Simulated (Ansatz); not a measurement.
**Dielectric function and optical constants of Ru**

Aim: the dielectric function of Ru, and the optical constants that follow from it.

Main program and level: Ansatz 0.2.0; DFT, PBE, plane-wave PAW, default files, scalar-relativistic, independent-particle optical response without local fields.

### Step 1. The system as given

It takes space group P6_3/mmc (No. 194, hexagonal). Conventional cell: a = 2.706 Å, b = 2.706 Å, c = 4.282 Å, α = 90.00°, β = 90.00°, γ = 120.00°. Nearest to Ru lie 12 Ru at 2.65 to 2.71 Å.

Structure file:

```cif
data_structure
_symmetry_space_group_name_H-M 'P6_3/mmc'
_symmetry_Int_Tables_number 194
_cell_length_a 2.7058
_cell_length_b 2.7058
_cell_length_c 4.2819
_cell_angle_alpha 90.000
_cell_angle_beta 90.000
_cell_angle_gamma 120.000
_cell_volume 27.15
loop_
_atom_site_label
_atom_site_type_symbol
_atom_site_symmetry_multiplicity
_atom_site_Wyckoff_symbol
_atom_site_fract_x
_atom_site_fract_y
_atom_site_fract_z
_atom_site_occupancy
Ru1 Ru 2 c 0.66667 0.33333 0.75000 1
```

### Step 2. Ground state and bands

First the ground state: is it a metal or has it a gap?

This step: DFT, PBE, plane-wave PAW, default files, scalar-relativistic, ground state (Ansatz 0.2.0).

File input.yaml:

```yaml
crystal:
  lattice:
    - [2.7058, 0.0, 0.0]
    - [-1.3529, 2.3432915376, 0.0]
    - [0.0, 0.0, 4.2819]
  atoms:
    - { symbol: Ru, position: [0.6666666667, 0.3333333333, 0.75] }
    - { symbol: Ru, position: [0.3333333333, 0.6666666667, 0.25] }
kpoints:
  mp_grid: { grid: [10, 10, 6] }
  band_path:
    path:
      - [[0.0, 0.0, 0.0], [0.5, 0.0, 0.0], [0.33333333, 0.33333333, 0.0], [0.0, 0.0, 0.0], [0.0, 0.0, 0.5], [0.5, 0.0, 0.5], [0.33333333, 0.33333333, 0.5], [0.0, 0.0, 0.5]]
      - [[0.5, 0.0, 0.5], [0.5, 0.0, 0.0]]
      - [[0.33333333, 0.33333333, 0.0], [0.33333333, 0.33333333, 0.5]]
    npoints: 5
scf:
  occupations: { method: fermi_dirac, width: 0.05 }
  n_extra_bands: 6
hamiltonian:
  xc: pbe
  pseudopotentials: { kind: paw }
output:
  forces: true
  stress: true
  populations: true
  write_bands: true
```

Command:

```
ansatz run input.yaml --threads 4 --pin off --max-ram 8192MiB --backend cpu --events-out ev --progress --plain --runs-dir out
```

Log:

```text
scf.n_extra_bands = 6 over 16 filled bands (N_el = 32.0): the run solves 22 bands
Engine: ansatz 0.2.0, aarch64-unknown-linux-gnu
Pseudopotentials: kind: paw
Pseudopotential: Ru, paw, valence charge 16, recommended cutoff 420 eV (normal), Ru.paw.azcp
Functional definition: PBE
  parameter kappa = 0.804
  parameter beta = 0.066725
  exchange = pbe_x(kappa = kappa, mu = beta*pi^2/3)
  correlation = pbe_c(beta = beta)
Crystal: 2 atoms, lattice volume = 27.149 Å³
Basis set: ecut = 420 eV, 537 PW (Γ), exchange–correlation on 40×40×60 points (8 copies of the dense FFT grid, shifted against one another)
Bands: 22, of which v1, the nominal top of the filled ones, is band 16 counted from 1 (15 counted from 0)
Symmetry: 24 space group operations
Space group: P63/mmc (ITA 194), of the structure as read, at distance tolerance 3.0e-5 Å
k-points: 56 of 600
Non-local potential: Ru, projectors of the file, l = 0: 3, l = 1: 2, l = 2: 2, l = 3: 1
PAW form: soft (Blöchl's): semilocal exchange-correlation on the pseudo side does not see the compensation charge
PAW one-centre angular grid: Ru, 590 points (default); XC on 64 Gauss nodes
Initial density: superposition of atomic densities (neutral atoms: chi_scale 0, normalization atom), corrected by the library's trained network
Initial wavefunctions: pseudopotential atomic-orbital guess
Functional: x = pbe(κ = 0.804, μ = 0.219515), c = pbe(β = 0.066725)
SCF iter   1: F=—  HF=-11757.355755 eV  |F-HF|=—  |Δ(HF+E_count)|=         —  Δρ=6.67e-3  dr2=2.49e-3  ethr=1.77e-3  ⟨swp⟩=5.1  Hψ=5463  notcnv=0
preconditioner: auto → none  [metal: Δε(μ)=0.030 eV  Ē_g=9.079 eV  σ=0.050 eV  W_gap=0.15  n_scr=8 (ndim 8)  ℏωp=28.5 eV  f_vac=0.000  D(μ)=1.91/eV (n_scr^D=22)  sad-step TF]
SCF iter   2: F=—  HF=-11757.357611 eV  |F-HF|=—  |Δ(HF+E_count)|=   1.86e-3  Δρ=3.89e-3  dr2=8.81e-4  ethr=7.77e-6  ⟨swp⟩=2.0  Hψ=2194  notcnv=0
SCF iter   3: F=—  HF=-11757.358655 eV  |F-HF|=—  |Δ(HF+E_count)|=   1.04e-3  Δρ=3.19e-4  dr2=1.09e-5  ethr=2.75e-6  ⟨swp⟩=2.2  Hψ=1592  notcnv=0
SCF iter   4: F=—  HF=-11757.358621 eV  |F-HF|=—  |Δ(HF+E_count)|=   3.47e-5  Δρ=1.31e-4  dr2=7.71e-7  ethr=3.41e-8  ⟨swp⟩=2.0  Hψ=2103  notcnv=0
iter 5 did not close the SCF: its close was put off for the readings that it lacked (scf_convergence_deferred on its scf_iter line)
SCF iter   5: F=-11757.358622 eV  HF=-11757.358622 eV  |F-HF|=1.01e-7  |Δ(HF+E_count)|=   1.19e-6  Δρ=3.53e-5  dr2=4.59e-8  ethr=2.41e-9  ⟨swp⟩=3.0  Hψ=2063  notcnv=0
SCF iter   6: F=-11757.358622 eV  HF=-11757.358622 eV  |F-HF|=2.26e-10  |Δ(HF+E_count)|=   1.05e-7  Δρ=2.76e-6  dr2=4.37e-10  ethr=1.43e-10  ⟨swp⟩=3.8  Hψ=4740  notcnv=0
SCF 1 converged in 6 iterations: F = -11757.358622 eV  dr2 = 4.37e-10
  greatest PAW one-centre occupation: 0.998 electrons in one spin orbital (limit 2), on the Ru atom at site 1 (counted from 0), in its partial waves of l = 0
NSCF: frozen V_eff on 48 k-points
SCF converged after 6 iterations
Free energy (F): -11757.358622 eV
Harris-Foulkes:  -11757.358622 eV  (|F-HF|=2.26e-10)
Internal energy: -11757.342810 eV  (E = F + TS)
E sigma→0 (E₀):  -11757.350716 eV
Entropy (-TS):   -0.015812 eV (-7.906 meV/atom)
Fermi energy:    23.545935 eV
--- Per-component energies (eV) ---
  E_band       = -106.029495
  E_kinetic    = 1028.808722
  E_local      = -2514.911455  (includes V_loc(G=0)·N_el)
  E_nonlocal   = 685.876525
  E_hartree    = 808.128581
  E_xc         = -381.435820
  E_vxc        = -478.921195  (∫ρ·V_xc dr)
  E_paw        = -6921.353702  (= ΣΔE_a)
  E_vpaw       = -443.138286  (= ΣTr[D̂ρ^β])
  E_aug_tail   = -0.000389  (compensation charges beyond the density's cutoff)
  E_ewald      = -4462.455271
  E_smearing   = -0.015812  (= −TS)
  E_closure    = 0.000000  (closes the sum)
  Σ components = -11757.358622   (vs F -11757.358622, Δ=0.00e0)
--- Forces (eV/Å), atoms counted from 1 ---
  atom   1  Ru     0.00000000     0.00000000    -0.00000000
  atom   2  Ru     0.00000000    -0.00000000     0.00000000
  max |Σ_I F_I| component: 1.85e-17 eV/Å
--- Stress (GPa, compression-positive) ---
        6.114704      -0.000000      -0.000000
       -0.000000       6.114704      -0.000000
       -0.000000      -0.000000       1.754051
  P = ⅓ Tr σ = 4.6612 GPa (46.612 kbar)
--- Band table (eV; the first three rows and the last of 56) ---
  k-point 0: bands = [... 12 lower, 21.0999, 21.6077, 21.6077, 22.1356, 22.1356, 24.7107, 24.7107, 24.8205, ... 2 higher]
  k-point 1: bands = [... 12 lower, 20.9519, 21.4337, 21.4337, 22.5283, 22.5283, 23.8632, 24.7170, 24.7170, ... 2 higher]
  k-point 2: bands = [... 12 lower, 20.6643, 21.0688, 21.0688, 22.0714, 23.3060, 23.3060, 24.5664, 24.5664, ... 2 higher]
  k-point 55: bands = [... 12 lower, 20.7891, 20.7891, 22.3369, 22.3369, 24.8484, 24.8484, 31.0518, 31.0518, ... 2 higher]
--- Löwdin populations: 2 sites ---
  site symbol       q [e]
     0     Ru     15.9068
     1     Ru     15.9068
  spilling = 0.005825 (of n_electrons = 32.000000)
```

It took 1.3 s on 4 threads of Arm Neoverse V1, shared host; peak memory 0.3 GiB; 3.1 s of CPU time.

Read-outs:

| Item | Value |
| --- | --- |
| free energy | -11757.3586 eV |
| Fermi energy | 23.55 eV |
| electrons | 32 |
| symmetry operations | 24 |
| pressure | 4.661 GPa |
| volume | 27.15 Å³ |
| gap on the path | 0 eV |

There are states at the Fermi level within the smearing, so the occupations stay smeared and the carriers get a Drude term. The cell is left with a pressure of 4.7 GPa, as it stands unrelaxed at this level.

The electronic bands at the labelled points (eV, zero at the Fermi level; # counts the bands kept):

```
          point     #5     #6     #7     #8     #9    #10   #11    #12
              Γ  -2.45  -1.94  -1.94  -1.41  -1.41   1.17  1.17   1.27
0.60 of the way  -2.58  -2.27  -1.73  -0.26   0.06   0.21  1.75   8.64
              M  -2.10  -1.81  -1.54   1.41   1.82   1.90  4.05   6.11
0.60 of the way  -3.01  -2.41  -1.37   0.98   1.42   1.55  5.33   6.79
              K  -2.86  -2.86  -1.10   0.98   0.98   1.42  7.00   7.22
0.40 of the way  -3.06  -2.14  -1.73  -0.56   0.72   1.58  1.86  10.04
              Γ  -2.45  -1.94  -1.94  -1.41  -1.41   1.17  1.17   1.27
0.40 of the way  -2.65  -2.18  -2.18  -0.88  -0.88  -0.03  1.16   1.16
              A  -2.79  -2.79  -2.73  -2.73   0.52   0.52  0.52   0.52
0.40 of the way  -2.59  -2.59  -1.94  -1.94   0.44   0.44  1.37   1.37
              L  -1.08  -1.08   0.43   0.43   1.66   1.66  3.38   3.38
0.40 of the way  -1.89  -1.89  -0.19  -0.19   1.43   1.43  5.02   5.02
              H  -2.74  -2.74  -1.21  -1.21   1.21   1.21  8.43   8.43
0.60 of the way  -2.94  -2.94  -1.65  -1.65   0.60   0.60  1.61   1.61
              A  -2.79  -2.79  -2.73  -2.73   0.52   0.52  0.52   0.52
      jump to L  -1.08  -1.08   0.43   0.43   1.66   1.66  3.38   3.38
0.60 of the way  -2.70  -1.53   0.20   1.07   1.58   1.79  3.31   5.63
              M  -2.10  -1.81  -1.54   1.41   1.82   1.90  4.05   6.11
      jump to K  -2.86  -2.86  -1.10   0.98   0.98   1.42  7.00   7.22
0.60 of the way  -2.79  -2.79  -1.30  -0.21   1.15   1.15  7.86   7.86
              H  -2.74  -2.74  -1.21  -1.21   1.21   1.21  8.43   8.43
```

### Step 3. Spectrum

The spectrum is a sum over vertical transitions between filled and empty bands at the fixed density, so many empty bands are needed.

This step: DFT, PBE, plane-wave PAW, default files, scalar-relativistic, independent-particle optical response without local fields (Ansatz 0.2.0).

input.yaml, the sections that differ from step 2:

```yaml
kpoints:
  mp_grid: { grid: [13, 13, 7] }
scf:
  occupations: { method: fermi_dirac, width: 0.05 }
output:
  optics:
    e_range: [0, 14]
    de: 0.05
    sigma: 0.1
    drude_damping: 0.05
    nscf_kmesh: { grid: [18, 18, 10] }
    bands: { spectra_wanted_up_to: 14 }
# crystal, hamiltonian: as in step 2
```

Log:

```text
[...]
Crystal: 2 atoms, lattice volume = 27.149 Å³
Basis set: ecut = 420 eV, 537 PW (Γ)
Bands: 20, of which v1, the nominal top of the filled ones, is band 16 counted from 1 (15 counted from 0)
Symmetry: 24 space group operations
[...]
k-points: 84 of 1183
[...]
SCF iter   1: F=—  HF=-11757.366937 eV  |F-HF|=—  |Δ(HF+E_count)|=         —  Δρ=6.40e-3  dr2=2.37e-3  ethr=1.77e-3  ⟨swp⟩=5.0  Hψ=6632  notcnv=0
[...]
SCF iter   8: F=-11757.370446 eV  HF=-11757.370446 eV  |F-HF|=0.00e0  |Δ(HF+E_count)|=  3.64e-12  Δρ=4.70e-8  dr2=1.68e-13  ethr=1.00e-12  ⟨swp⟩=2.0  Hψ=3380  notcnv=0
SCF 1 converged in 8 iterations: F = -11757.370446 eV  dr2 = 1.68e-13
[...]
NSCF: frozen V_eff on 222 k-points
output.optics: what the bands over the 33 summed would add to eps1, eps2 and the energy-loss function is held between a lower and an upper bound (6 Lanczos steps). eps1, eps2 and their loss function (loss_summed_bands) are given on every row as the summed bands alone make them. Along an axis, on a row where the two bounds hold the loss function to about 1 % of the greater of itself and 0.5 % of |1/eps|, its cell (loss_completed) is given, with the completed eps1 and eps2 that it is formed of (a cell that is left empty reads nan in the table and null in the record). The two bounds hold it so along every axis on all 280 rows up to 14.000 eV. [rest of the remark cut]
SCF converged after 8 iterations
Free energy (F): -11757.370446 eV
[...]
Internal energy: -11757.356928 eV  (E = F + TS)
E sigma→0 (E₀):  -11757.363687 eV
Entropy (-TS):   -0.013518 eV (-6.759 meV/atom)
Fermi energy:    23.576623 eV
[...]
--- Band table (eV; the first three rows and the last of 84) ---
  k-point 0: bands = [... 12 lower, 21.1038, 21.6044, 21.6044, 22.1369, 22.1369, 24.7115, 24.7115, 24.8218]
  k-point 1: bands = [... 12 lower, 20.9928, 21.4735, 21.4735, 22.4365, 22.4365, 24.0917, 24.7196, 24.7196]
  k-point 2: bands = [... 12 lower, 20.7416, 21.1739, 21.1739, 22.5815, 23.0720, 23.0720, 24.6412, 24.6412]
  k-point 83: bands = [... 12 lower, 20.7131, 20.8848, 22.2251, 22.5851, 24.7036, 24.8999, 31.0670, 31.5975]
```

Wall time 52 s (4 threads); peak memory 1.2 GiB; 3.3 min of CPU time.

Read-outs:

* main peak of the optical conductivity above 1 eV, first axis: 2.179 eV
* centre of weight of the strongest loss peak in the window: 10.28 eV
* Drude plasma energy, first axis: 8.446 eV
* bands summed: 33
* spectra valid up to: 28.67 eV
* program's estimate of the k-sum error in Im epsilon: 0.18 %
* electrons in the f-sum: 21.61

The Im ε has structure finer than the step of the table below, so its rows give means over 0.5 eV. Peaks (eV: height): E ∥ x or y 2.15: 78.0; E ∥ z 0.90: 114.

Table of Im ε by photon energy; means over each step:

```
photon energy (eV)  E ∥ x or y  E ∥ z
               1.0        22.5   84.3
               1.5        40.4   44.3
               2.0        70.5   52.2
               2.5        53.1   33.4
               3.0        41.6   26.0
               3.5        21.6   22.9
               4.0        12.7   22.7
               4.5        10.8   10.9
               5.0        7.65   7.12
               5.5        5.62   5.10
               6.0        4.43   4.15
               6.5        3.53   3.80
               7.0        2.54   2.72
               7.5        1.91   1.93
               8.0        1.44   1.44
               8.5        1.32   1.16
               9.0        1.21  0.947
               9.5        1.12  0.810
              10.0        1.06  0.934
              10.5        1.12   1.08
              11.0        1.39   1.59
              11.5        1.59   2.33
              12.0        1.78   2.06
              12.5        2.02   2.20
              13.0        1.77   2.53
              13.5        1.84   2.46
```

Re ε against photon energy:

```
photon energy (eV)  E ∥ x or y   E ∥ z
               0.5        -242    -271
               1.0       -19.9   -80.8
               1.5        23.8   -17.8
               2.0        15.5   -14.1
               2.5       -21.7   -25.4
               3.0       -18.6   -12.9
               3.5       -25.9   -12.3
               4.0       -18.7   -22.5
               4.5       -12.4   -17.1
               5.0       -12.8   -12.7
               5.5       -9.51   -10.2
               6.0       -7.43   -7.42
               6.5       -6.71   -6.78
               7.0       -5.18   -5.49
               7.5       -4.21   -4.46
               8.0       -3.05   -3.32
               8.5       -2.16   -2.41
               9.0       -1.48   -1.59
               9.5      -0.911  -0.799
              10.0      -0.302  0.0548
              10.5       0.301   0.632
              11.0       0.647    1.30
              11.5       0.924    1.01
              12.0        1.08   0.936
              12.5        1.01    1.37
              13.0        1.04    1.14
              13.5        1.30       1
              14.0        1.50    1.07
```

(Continued in part 2 of 2.)

[Long decimals in the printed logs are rounded to 6 places.]

[Logs are printed without paths, hosts, clocks, repeated set-up lines and the standing remarks that a program may print on its own settings, such as how far it seeks lower states.]

[Hosts, paths, dates, database ids (printed as entryN), source tags and the programs' standing remarks are cut or masked in the printed files.]

[Where the starting crystal was built by hand or by swapping elements, it need not be the compound's stable phase.]

[The count of steps not shown may lack steps that the program refused or didn't finish.]
